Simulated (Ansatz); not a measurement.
# Quasiparticle gap of Ga2S3 (Cc), part 2 of 2

How far does one-shot GW move the LDA gap of Ga2S3 (Cc)?

Ansatz 0.2.0; LDA, then G0W0 on it, plane waves, PAW. Known limits of the many-body steps: finite bands, screening cutoff and k mesh; no spin-orbit coupling in G0W0; d shells not analysed.

So far. Step 2 (Bands along the symmetry lines): Over mesh and path the gap is 1.666 eV, direct, at k = Γ.

In doubt: masses and optical values from hybrid runs of this build are listed as unsure (in some of the runs), which bears on the screening that GW takes from such a start.

### 3. The quasiparticle correction

G0W0 replaces the xc potential by a self-energy built once from the orbitals of the start. Levels are corrected in the window of bands that the input names, at points of the mesh.

This step: G0W0 on LDA, plane waves, PAW; PAW set soft_1.

input.yaml reads:

```yaml
crystal:
  lattice:
    - [5.5535, -3.1975, 0.0]
    - [5.5535, 3.1975, 0.0]
    - [-3.6339226554, 0.0, 6.0074160114]
  atoms:
    - { symbol: Ga, position: [0.63979, 0.44447, 0.12512] }
    - { symbol: Ga, position: [0.44447, 0.63979, 0.62512] }
    - { symbol: Ga, position: [0.2682, 0.13232, 0.11559] }
    - { symbol: Ga, position: [0.13232, 0.2682, 0.61559] }
    - { symbol: S, position: [0.9089, 0.0811, 0.9838] }
    - { symbol: S, position: [0.0811, 0.9089, 0.4838] }
    - { symbol: S, position: [0.4303, 0.2453, 0.4999] }
    - { symbol: S, position: [0.2453, 0.4303, 0.9999] }
    - { symbol: S, position: [0.5901, 0.7581, 0.0084] }
    - { symbol: S, position: [0.7581, 0.5901, 0.5084] }
kpoints:
  mp_grid: { grid: [4, 4, 2] }
hamiltonian:
  xc: lda
  pseudopotentials: { kind: paw, azcp: { folder: soft_1 }, xc_functional: pbe }
scf:
  occupations: { method: fixed }
gw:
  n_empty_bands: 1073
  ecut_chi: 170.0
  qp_bands: [v3, c3]
  qp_kpoints: band_edges
  screening: { model: contour_deformation }
```

Command:

```
$ ansatz run input.yaml --threads 3 --pin off --max-ram 92160MiB --backend cuda --events-out ev --progress --plain --runs-dir out --devices 1 --max-vram 13GiB
```

Numbers of over 12 decimals in the logs are rounded to 6 here.

Output:

```text
GPUs: using 1 of 1 available (devices: 1).
[...]
GPU FFT provider: cuFFT
GPU libraries: cuBLAS 13.8.2, cuFFT 12.4.0, cuSOLVER 12.3.4
Crystal: 10 atoms, lattice volume = 213.351 Å³
Basis set: ecut = 420 eV, 4167 PW (Γ)
Bands: 54, of which v1, the nominal top of the filled ones, is band 44 counted from 1 (43 counted from 0)
Symmetry: 2 space group operations
[...]
k-points: 14 of 32 (time reversal used)
[...]
GPU buffer pool allocated for 97200 grid points (all kernels)
[...]
SCF iter   1: F=—  HF=-20053.017612 eV  |F-HF|=—  |Δ(HF+E_count)|=         —  Δρ=4.89e-2  dr2=3.51e0  ethr=3.10e-3  ⟨swp⟩=5.0  Hψ=2627  notcnv=0  defer=91
[...]
SCF iter   9: F=-20051.785229 eV  HF=-20051.785229 eV  |F-HF|=7.13e-8  |Δ(HF+E_count)|=   2.12e-7  Δρ=5.75e-6  dr2=8.24e-8  ethr=1.14e-10  ⟨swp⟩=12.0  Hψ=4397  notcnv=0
SCF 1 converged in 9 iterations: F = -20051.785229 eV  dr2 = 8.24e-8
[...]
NSCF: frozen V_eff on 14 k-points
the band table was solved once the SCF had ended and its energy, with any forces and stress, was formed, with the checks that follow a solve (3384 applications of the Hamiltonian). They found nothing against the state; the energy, forces and stress were not computed again (output.eigenvalues in the input reference)
[...]
G₀W₀ screening: q 1/14
[... further progress lines ...]
[...]
SCF converged after 9 iterations
Free energy (F): -20051.785229 eV
[...]
Internal energy: -20051.785229 eV  (E = F + TS)
E sigma→0 (E₀):  -20051.785229 eV
Fermi energy:    5.509725 eV
[...]
--- Band table (eV; the first three rows and the last of 14) ---
  k-point 0: bands = [... 40 lower, 4.4627, 4.8452, 4.9859, 5.5097, 7.1744, 7.7073, 8.5103, 8.7701, ... 6 higher]
  k-point 1: bands = [... 40 lower, 4.3862, 4.3862, 4.9011, 4.9011, 8.2995, 8.2995, 9.0366, 9.0366, ... 6 higher]
  k-point 2: bands = [... 40 lower, 3.9782, 4.3953, 4.7090, 5.4532, 7.8832, 8.0863, 8.4036, 8.8300, ... 6 higher]
  k-point 13: bands = [... 40 lower, 4.0099, 4.0099, 4.9177, 4.9177, 7.8989, 7.8989, 8.7146, 8.7146, ... 6 higher]
--- G₀W₀: contour deformation, 7 samples at zero and on the imaginary axis and 1 off it, 32 q-points, 1073 empty bands' worth ---
  eigenvalues of the whole cell's RPA ε∞ on this k-mesh (on a slab, of 1 + 4πα/V) = 6.0039, 6.1481, 6.6594; static W/v taken at q = 0 is 0.157003
  bands read: the sum over 1117 bands ends inside a degenerate multiplet in 3 slots, whose members it reads at an even weight; the widest, k=1: bands 1117 to 1118 (counted from 1) at 1/2 each
  gw.qp_kpoints: band_edges: 12 of 14 stored k-points solved, in 1 pass; an edge of the gap read off the rows below is read off those points alone
    valence top: of the k-points left out ik 3 came nearest to being solved in a further pass, in band 44 (counted from 1, as in the quasiparticle table): it holds the edge there only if its correction is more favourable than any solved in that band by at least 0.634 eV; those differ by 0.021 eV
    conduction bottom: of the k-points left out ik 7 came nearest to being solved in a further pass, in band 45 (counted from 1, as in the quasiparticle table): it holds the edge there only if its correction is more favourable than any solved in that band by at least 1.111 eV; those differ by 0.093 eV
    ik  band        ε_KS         Σx   Σc(E_QP)       V_xc       Z   E_QP_lin       E_QP  E_QP is
     0    42      4.8452   -19.0765     1.7904   -16.5580  0.7532     4.1086     4.1172  root
     0    43      4.9859   -18.8916     1.9244   -16.2216  0.7494     4.2304     4.2404  root
     0    44      5.5097   -18.6191     2.0553   -15.7952  0.7445     4.7297     4.7412  root
     0    45      7.1744   -10.4120    -4.0368   -15.0563  0.7842     7.7864     7.7819  root
     0    46      7.7073    -9.7343    -4.0551   -14.4338  0.7836     8.3570     8.3516  root
     0    47      8.5103    -9.5514    -4.3448   -14.5510  0.7775     9.1718     9.1650  root
     1    42      4.3862   -18.9369     2.0002   -16.1834  0.7512     3.6230     3.6330  root
     1    43      4.9011   -18.4663     2.1317   -15.5593  0.7428     4.1133     4.1259  root
     1    44      4.9011   -18.4663     2.1317   -15.5593  0.7428     4.1133     4.1259  root
     1    45      8.2995    -9.9708    -4.2933   -14.9408  0.7778     8.9828     8.9761  root
     1    46      8.2995    -9.9708    -4.2933   -14.9408  0.7778     8.9828     8.9761  root
     1    47      9.0366    -6.4963    -4.1527   -11.1337  0.7925     9.5248     9.5213  root
     2    42      4.3953   -18.3230     2.1695   -15.3874  0.7420     3.6162     3.6292  root
     2    43      4.7090   -18.7445     1.9560   -16.0407  0.7488     3.9510     3.9614  root
     2    44      5.4532   -18.5067     2.1180   -15.6092  0.7429     4.6615     4.6738  root
     2    45      7.8832   -10.8275    -4.1447   -15.5868  0.7758     8.5029     8.4977  root
     2    46      8.0863    -9.4647    -4.2043   -14.3043  0.7816     8.7274     8.7216  root
     2    47      8.4036    -9.8971    -4.3084   -14.8648  0.7762     9.0696     9.0630  root
     4    42      4.1382   -18.3077     2.1223   -15.4211  0.7449     3.3622     3.3740  root
     4    43      4.3041   -18.0328     2.3280   -14.9254  0.7357     3.5094     3.5246  root
     4    44      5.3739   -18.3514     2.1785   -15.3850  0.7412     4.5733     4.5863  root
     4    45      7.8469    -9.2536    -4.1003   -13.9567  0.7846     8.4547     8.4497  root
     4    46      7.9535    -9.3067    -4.1418   -14.0584  0.7836     8.5686     8.5634  root
     4    47      8.5096   -10.2862    -4.4023   -15.3701  0.7719     9.1986     9.1911  root
     5    42      4.3392   -18.4516     2.0894   -15.5991  0.7460     3.5648     3.5762  root
     5    43      4.5629   -17.9052     2.3285   -14.7927  0.7357     3.7632     3.7789  root
     5    44      4.8922   -18.0246     2.2109   -15.0316  0.7399     4.0964     4.1100  root
     5    45      7.8838    -8.7179    -4.0219   -13.3367  0.7875     8.4856     8.4808  root
     5    46      8.3487    -9.9621    -4.3228   -14.9529  0.7767     9.0234     9.0166  root
     5    47      8.8020   -10.0019    -4.5063   -15.2168  0.7707     9.5191     9.5105  root
     6    42      4.0774   -18.1102     2.3191   -15.0096  0.7370     3.2810     3.2958  root
     6    43      4.6772   -18.7765     1.9629   -16.0690  0.7492     3.9222     3.9326  root
     6    44      5.3296   -18.2995     2.1417   -15.3824  0.7421     4.5418     4.5543  root
     6    45      8.0727   -10.7875    -4.2241   -15.6354  0.7743     8.7022     8.6966  root
     6    46      8.3063   -10.1863    -4.2255   -15.0714  0.7759     8.9725     8.9660  root
     6    47      8.6321    -9.5991    -4.3734   -14.6208  0.7748     9.2872     9.2804  root
     8    42      4.0960   -18.2041     2.2528   -15.1783  0.7402     3.3097     3.3232  root
     8    43      4.4406   -18.4061     2.1143   -15.5270  0.7443     3.6635     3.6758  root
     8    44      5.2868   -18.2228     2.2166   -15.2172  0.7402     4.4845     4.4979  root
     8    45      7.9102    -9.3671    -4.1652   -14.1535  0.7834     8.5368     8.5314  root
[...]
12    42      4.0075   -18.6344     2.0727   -15.8219  0.7467     3.2573     3.2677  root
    12    43      4.0307   -17.8437     2.3279   -14.7517  0.7334     3.2508     3.2664  root
    12    44      5.2433   -18.1985     2.2263   -15.1839  0.7399     4.4415     4.4550  root
    12    45      8.0085    -8.5314    -4.0312   -13.1463  0.7872     8.5969     8.5922  root
    12    46      8.3094    -9.8388    -4.3682   -14.8713  0.7765     8.9806     8.9737  root
    12    47      8.5314    -9.8783    -4.4642   -15.0319  0.7734     9.2285     9.2207  root
    13    42      4.0099   -18.3056     2.1209   -15.4349  0.7427     3.2478     3.2602  root
    13    43      4.9177   -18.2554     2.1989   -15.2698  0.7407     4.1176     4.1310  root
    13    44      4.9177   -18.2554     2.1989   -15.2698  0.7407     4.1176     4.1310  root
    13    45      7.8989    -9.4072    -4.1065   -14.1254  0.7841     8.5158     8.5106  root
    13    46      7.8989    -9.4072    -4.1065   -14.1254  0.7841     8.5158     8.5106  root
    13    47      8.7146    -9.7249    -4.4044   -14.8036  0.7738     9.3964     9.3889  root
```

Run time: 3.3 min. Hardware: 1 × NVIDIA H100 80GB HBM3 (shared by 6 runs) with 3 threads of AMD EPYC 7R13 (Zen 3), shared host; peak memory 4.7 GiB.

This step gave:

| Property | Result |
| --- | --- |
| bands summed | 1117 |
| RPA ε∞ on this mesh (eigenvalues) | 6.004, 6.148, 6.659 |
| plane waves in the screening matrix | 1083 |
| q-points in the mesh | 32 |
| G0W0 gap over the corrected points | 3.041 eV |
| k of the valence top | 0, 0, 0 |
| k of the conduction bottom | 0, 0, 0 |
| starting gap on the mesh | 1.665 eV |
| Z at the valence top | 0.7445 |
| Z at the conduction bottom | 0.7842 |
| least direct G0W0 gap over the corrected points | 3.041 eV |

Over 12 of 14 irreducible mesh points the G0W0 gap is 3.041 eV, direct, at k = Γ. The LDA gap of this run on the mesh is 1.665 eV. The two states that bound the G0W0 gap lie that far apart at the start, so the correction of the gap is 3.041 − 1.665 = +1.376 eV. The start of this run differs from the step before in mesh (4×4×4 and 4×4×2).

Labels follow the order of the start: v1 is the top filled band, c1 the lowest empty one; levels that stay degenerate share a row, the window can cut a multiplet, doubted levels are not marked in this list, bands outside the window were not corrected, and the list may be a part of the corrected levels. The levels before and after the correction (eV, zero at the valence-band top of each column):

```csv
,conduction bottom,valence top
Kohn-Sham,1.66,0.00
G0W0,3.04,0.00
```

```csv
,level,occupation,energy (eV)
Kohn-Sham,Γ v3,2,-0.664
Kohn-Sham,Γ v2,2,-0.524
Kohn-Sham,Γ v1,2,0.000
Kohn-Sham,Γ c1,0,1.665
Kohn-Sham,Γ c2,0,2.198
Kohn-Sham,Γ c3,0,3.001
G0W0,Γ v3,2,-0.624
G0W0,Γ v2,2,-0.501
G0W0,Γ v1,2,0.000
G0W0,Γ c1,0,3.041
G0W0,Γ c2,0,3.610
G0W0,Γ c3,0,4.424
```

The parts of the quasiparticle energy for the two states that bound the G0W0 gap, in eV on the run's own scale (QP = start + Σx + Σc − Vxc, with Σc at the quasiparticle energy):

```csv
edge,k,band,start,Σx,Σc,Vxc,Z,QP
valence top,Γ,44,5.510,−18.619,2.055,−15.795,0.745,4.741
conduction bottom,Γ,45,7.174,−10.412,−4.037,−15.056,0.784,7.782
```

### 4. Spin-orbit coupling in LDA

This run has two-component orbitals with spin-orbit coupling.

This step: DFT, LDA with spin-orbit coupling, plane waves, PAW; PAW set soft_1.

input.yaml: that of step 3 with these lines changed.

```diff
@@ -17,13 +17,24 @@
 kpoints:
-  mp_grid: { grid: [4, 4, 2] }
+  mp_grid: { grid: [4, 4, 4] }
+  band_path:
+    path:
+      - [0.0, 0.0, 0.0]
+      - [-0.36320096, 0.36320096, 0.0]
+      - [-0.63679904, -0.36320096, 0.0]
+      - [-0.5, -0.5, 0.0]
+      - [-0.5, -0.5, 0.5]
+      - [-0.72948728, -0.27051272, 0.5]
+      - [-0.27051272, 0.27051272, 0.5]
+      - [0.0, 0.0, 0.5]
+    npoints: 1
 hamiltonian:
   xc: lda
-  pseudopotentials: { kind: paw, azcp: { folder: soft_1 }, xc_functional: pbe }
+  pseudopotentials: { kind: paw_fr, azcp: { folder: soft_1 }, xc_functional: pbe }
 scf:
   occupations: { method: fixed }
-gw:
-  n_empty_bands: 1073
-  ecut_chi: 170.0
-  qp_bands: [v3, c3]
-  qp_kpoints: band_edges
-  screening: { model: contour_deformation }
+  n_extra_bands: 14
+magnetization:
+  noncollinear: true
+  spin_orbit: true
+output:
+  eigenvalues: true
```

Output:

```text
[...]
GPUs: using 1 of 1 available (devices: 1).
[...]
non-collinear run that drives no moment, with spin-orbit: no starting moment large enough to seed its density (crystal.atoms[].spin), no starting occupations that ask for one, no magnetisation constraint and no magnetic field, so the semilocal B_xc is pinned to zero
[...]
GPU FFT provider: cuFFT
GPU libraries: cuBLAS 13.8.2, cuFFT 12.4.0, cuSOLVER 12.3.4
Crystal: 10 atoms, lattice volume = 213.351 Å³
Basis set: ecut = 420 eV, 4167 PW (Γ)
Bands: 102, of which v1, the nominal top of the filled ones, is band 88 counted from 1 (87 counted from 0)
Symmetry: 2 space group operations + 2 with time reversal
[...]
k-points: 24 of 64 (time reversal used)
Projection manifold: j_resolved (fully-relativistic pseudo-atomic orbitals)
[...]
GPU buffer pool allocated for 97200 grid points (all kernels)
[...]
SCF iter   1: F=—  HF=-20053.358257 eV  |F-HF|=—  |Δ(HF+E_count)|=         —  Δρ=4.90e-2  dr2=3.54e0  dr2_m=0.00e0 (ungated)  ethr=3.10e-3  |M|=0.00e0 ∫|m|=0.00e0 μB  |m|>n=0.0e0 m-floor=0.0e0 τ_xc=0.0e0  β_m=0.30  ⟨swp⟩=5.7  Hψ=10972  notcnv=0  defer=173
[...]
spin=Noncollinear: Resta preconditioning applied to the charge; magnetization (m_x, m_y, m_z) channels mix plain (no charge-response kernel on spin).
SCF iter   2: F=—  HF=-20052.739787 eV  |F-HF|=—  |Δ(HF+E_count)|=   6.18e-1  Δρ=3.30e-2  dr2=1.70e0  dr2_m=0.00e0 (ungated)  ethr=3.10e-3  |M|=0.00e0 ∫|m|=0.00e0 μB  |m|>n=0.0e0 m-floor=0.0e0 τ_xc=0.0e0  β_m=0.63  ⟨swp⟩=2.0  Hψ=2937  notcnv=0  defer=231
[...]
SCF iter  10: F=-20052.120911 eV  HF=-20052.120911 eV  |F-HF|=5.53e-8  |Δ(HF+E_count)|=   2.68e-8  Δρ=4.07e-6  dr2=2.63e-8  dr2_m=0.00e0 (ungated)  ethr=1.14e-10  |M|=0.00e0 ∫|m|=0.00e0 μB  |m|>n=0.0e0 m-floor=0.0e0 τ_xc=0.0e0  ⟨swp⟩=13.7  Hψ=10892  notcnv=0
SCF 1 converged in 10 iterations: F = -20052.120911 eV  dr2 = 2.63e-8
[...]
SCF converged after 10 iterations
Magnetization: |M| = 0.0000 μB,  M = (+0.0000, +0.0000, +0.0000) μB
Absolute magnetization: 0.0000 μB (∫|m|)
  site 0: m = (+0.0000, +0.0000, +0.0000) μB, |m| = 0.0000 μB  (R = 0.90 Å)
  site 1: m = (+0.0000, +0.0000, +0.0000) μB, |m| = 0.0000 μB  (R = 0.90 Å)
  site 2: m = (+0.0000, +0.0000, +0.0000) μB, |m| = 0.0000 μB  (R = 0.91 Å)
  site 3: m = (+0.0000, +0.0000, +0.0000) μB, |m| = 0.0000 μB  (R = 0.91 Å)
  site 4: m = (+0.0000, +0.0000, +0.0000) μB, |m| = 0.0000 μB  (R = 0.90 Å)
  site 5: m = (+0.0000, +0.0000, +0.0000) μB, |m| = 0.0000 μB  (R = 0.90 Å)
  site 6: m = (+0.0000, +0.0000, +0.0000) μB, |m| = 0.0000 μB  (R = 0.95 Å)
  site 7: m = (+0.0000, +0.0000, +0.0000) μB, |m| = 0.0000 μB  (R = 0.95 Å)
  site 8: m = (+0.0000, +0.0000, +0.0000) μB, |m| = 0.0000 μB  (R = 0.95 Å)
  site 9: m = (+0.0000, +0.0000, +0.0000) μB, |m| = 0.0000 μB  (R = 0.95 Å)
Free energy (F): -20052.120911 eV
[...]
Internal energy: -20052.120911 eV  (E = F + TS)
E sigma→0 (E₀):  -20052.120911 eV
Fermi energy:    5.510071 eV
[...]
--- Band table (eV; the first three rows and the last of 24) ---
  k-point 0: bands = [... 84 lower, 4.9897, 4.9897, 5.5101, 5.5101, 7.1744, 7.1744, 7.7069, 7.7069, ... 10 higher]
  k-point 1: bands = [... 84 lower, 4.8949, 4.8999, 5.1778, 5.1837, 7.8502, 7.8503, 7.9854, 7.9867, ... 10 higher]
  k-point 2: bands = [... 84 lower, 4.8973, 4.8973, 4.9053, 4.9053, 8.2958, 8.2958, 8.3014, 8.3014, ... 10 higher]
  k-point 23: bands = [... 84 lower, 4.9171, 4.9171, 4.9174, 4.9174, 7.8965, 7.8965, 7.8997, 7.8997, ... 10 higher]
```

It took 13 s on 1 × NVIDIA H100 80GB HBM3 (shared by 6 runs) with 3 threads; peak memory 1.1 GiB; 18 s of CPU time.

Numbers from this step:

```yaml
gap: 1.664 eV
valence_top_at: Γ
conduction_bottom_at: Γ
least_direct_gap: 1.664 eV
```

Over mesh and listed points the gap is 1.664 eV, direct, at k = Γ. LDA+SOC against LDA: 1.664 − 1.666 = −0.002 eV, with the same mesh, set of files (read in its fully relativistic form for the spin-orbit run) and cutoff, and both edges at the same k points. The spin-orbit run sees mesh and listed points alone, so its gap is an upper bound: the coupling can move an edge off these points, the more so as this crystal has no centre of inversion, and the change over the zone, its sign included where it is small, is not known.

### 5. The runs together

Each gap is the least one over the points named; times are wall times on shared hosts, not benchmarks. A G0W0 time includes the run's own self-consistent start. Runs with listed points see these and the mesh alone, so an edge that moves elsewhere is missed. Rows marked * are further runs, not shown as steps, whose inputs differ from the G0W0 step on the same start in the columns given; solver thresholds can differ too.

```csv
level,mesh,"files, cutoff","bands summed, screening",points,gap (eV),valence top,conduction bottom,least direct gap (eV),time
LDA,4×4×4,"soft_1 PAW, 420 eV",-,mesh and path,1.666,Γ,Γ,1.666,6 s
LDA+SOC,4×4×4,"soft_1 PAW, 420 eV",-,mesh and listed points,1.664,Γ,Γ,1.664,13 s
G0W0@LDA*,4×4×2,"soft_1 PAW, 420 eV","220, 51 eV",12 of 14 irreducible mesh points,3.032,Γ,Γ,3.032,24 s
G0W0@LDA*,4×4×2,"soft_1 PAW, 420 eV","543, 102 eV",12 of 14 irreducible mesh points,3.040,Γ,Γ,3.040,43 s
G0W0@LDA,4×4×2,"soft_1 PAW, 420 eV","1117, 170 eV",12 of 14 irreducible mesh points,3.041,Γ,Γ,3.041,3.3 min
G0W0@LDA*,2×2×2,"soft_1 PAW, 420 eV","543, 102 eV",all 6 irreducible mesh points,2.981,Γ,Γ,2.981,19 s
G0W0@LDA*,4×4×2,"soft_1 PAW, 420 eV","543, 102 eV, plasmon pole",12 of 14 irreducible mesh points,3.073,Γ,Γ,3.073,85 s
```

### 6. Summary of results

```json
{
  "LDA gap over mesh and path": "1.666 eV, direct, at k = Γ",
  "G0W0@LDA gap over 12 of 14 irreducible mesh points": "3.041 eV, direct, at k = Γ",
  "LDA+SOC gap over mesh and listed points": "1.664 eV",
  "estimated limit in bands and cutoff, on this mesh": "3.042 eV",
  "GW settings": "4×4×2 mesh, 1073 empty bands, screening to 170 eV, PAW set soft_1 files",
  "known limits": "finite bands, screening cutoff and k mesh; no spin-orbit coupling in G0W0; d shells not analysed"
}
```

Over 12 of 14 irreducible mesh points the G0W0 gap is 3.041 eV, direct, at k = Γ. The LDA gap of this run on the mesh is 1.665 eV. The two states that bound the G0W0 gap lie that far apart at the start, so the correction of the gap is 3.041 − 1.665 = +1.376 eV. The valence state moves by 4.741 − 5.510 = −0.769 eV and the conduction state by 7.782 − 7.174 = +0.608 eV, on the run's own scale; with 220 bands the edge states move by −0.221 and +1.146 eV, so the split between the edges depends on the bands and cutoff. Both edges that LDA shows over mesh and path lie at k points where levels were corrected. Levels at other points were not corrected, so a lower G0W0 gap elsewhere in the zone is not ruled out. From 220 bands and 51 eV to 1117 bands and 170 eV the gap moves by 3.041 − 3.032 = +0.009 eV (rung by rung 3.032, 3.040, 3.041 eV); bands and screening cutoff rise together, so their parts are not told apart. A line in one over the bands through the two highest rungs gives 3.041 + (3.041 − 3.040) × 543 / (1117 − 543) = 3.042 eV, and through the pair below 3.040 + (3.040 − 3.032) × 220 / (543 − 220) = 3.045 eV. The two agree within 0.03 eV and the same two states bound the gap in each rung, so 3.042 eV is taken as an estimate of the limit on this mesh. With the 2×2×2 mesh in place of the 4×4×2 mesh and all else as in the G0W0@LDA row with 543 bands, the gap differs by 2.981 − 3.040 = −0.059 eV, and that of the start by 1.662 − 1.665 = −0.003 eV. With the plasmon pole model in place of the contour deformation model and all else as in the G0W0@LDA row with 543 bands, the gap differs by 3.073 − 3.040 = +0.033 eV. G0W0 on other starts in this series, not shown as steps and not all at these settings: 3.671 eV on HSE06 (4×4×2, soft_1 PAW, 543 bands, 102 eV) and 3.876 eV on PBE0 (4×4×2, soft_1 PAW, 543 bands, 102 eV). LDA+SOC against LDA: 1.664 − 1.666 = −0.002 eV, with the same mesh, set of files (read in its fully relativistic form for the spin-orbit run) and cutoff, and both edges at the same k points. The spin-orbit run sees mesh and listed points alone, so its gap is an upper bound: the coupling can move an edge off these points, the more so as this crystal has no centre of inversion, and the change over the zone, its sign included where it is small, is not known. What spin-orbit coupling does to the G0W0 levels was not computed, so no sum with the G0W0 gap is formed. The G0W0 runs are scalar-relativistic. One-shot GW is known to converge slowly in bands for compounds with shallow d shells. The cell holds Ga; the filling of the d shell and its place against the gap were not analysed here. G0W0@LDA runs of this series with other atomic data on the same mesh, not shown as steps, give 3.034 eV (hard PAW, 1020 eV, 559 bands, screening to 102 eV; the table's row with the same empty bands and screening cutoff has 3.040 eV); where bands and cutoffs differ too, the part of the files is not isolated.

[Paths, hosts, dates, memory and timing lines, banners, echoed tables and standing remarks are left out of the program output.]

[Logs are printed without paths, hosts, clocks, repeated set-up lines and the standing remarks that a program may print on its own settings, such as how far it seeks lower states.]

[Runs of the session that timed out or met a known fault of the program may be left out.]

[Cells called generated may have been cut or substituted from an entry of the Crystallography Open Database or the Materials Project.]

[Hosts, paths, dates, database ids (printed as entryN), source tags and the programs' standing remarks are cut or masked in the printed files.]

[Where an RPA ε∞ is given, it is that of the G0W0 mesh and is not shown converged in it. Names of k-points follow the symmetry that the program found, which can be lower than the space group named. Band edges on a path are those of the sampled points; other points can move an edge, and change direct to indirect where valleys lie close.]

[Hybrid gaps are those of their k-mesh and are not shown converged in it.]
